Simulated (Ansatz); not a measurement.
Consider CaVO3 (cubic perovskite) (Pm-3m).

The structure was built from a prototype and need not be the compound's stable phase.

```yaml
crystal:
  lattice:
    - [0.00000, -3.71686, 0.00000]
    - [0.00000, 0.00000, 3.71686]
    - [-3.71686, 0.00000, 0.00000]
  atoms:
    - { symbol: Ca, position: [0.00000, 0.00000, 0.00000] }
    - { symbol: V, position: [0.50000, 0.50000, 0.50000] }
    - { symbol: O, position: [0.50000, 0.50000, 0.00000] }
    - { symbol: O, position: [0.50000, 0.00000, 0.50000] }
    - { symbol: O, position: [0.00000, 0.50000, 0.50000] }
```

The structure was relaxed with LDA. The structure type comes from a generator and need not be one that this composition takes. The structure was generated from a model, not taken from a measurement. The runs that relaxed it are not among those shown. The program's search for lower electronic states was switched off, so nothing shows that the state found is the lowest. PAW set soft_2, made with PBE.

A constrained-RPA run (Ansatz 0.2.0; non-magnetic LDA; V t2g + anion p, bands v10 to c2, 6×6×6 mesh, medium accuracy) builds 12 functions on bands 9.6 eV wide, with 19.0 electrons in the window. The bare on-site interaction is 19.5 eV and the bare J 0.75 eV.

**Question.** Estimate U, U′ and J.

On the V t2g shell, U = 6.23 eV (32 % of the bare value), U′ = 5.05 eV, J = 0.59 eV.

The parent state is non-magnetic and the interaction static (zero frequency); U depends on the window and the orbitals, so it belongs to this model alone. A window that holds the anion p bands defines a model with explicit ligands; its U belongs to that model and is not the U of DFT+U.

[Paths, hosts, dates, memory and timing lines, banners, echoed tables and standing remarks are left out of the program output.]

[Logs are printed without paths, hosts, clocks, repeated set-up lines and the standing remarks that a program may print on its own settings, such as how far it seeks lower states.]

[Runs of the session that timed out or met a known fault of the program may be left out.]

[Hosts, paths, dates, database ids (printed as entryN), source tags and the programs' standing remarks are cut or masked in the printed files.]
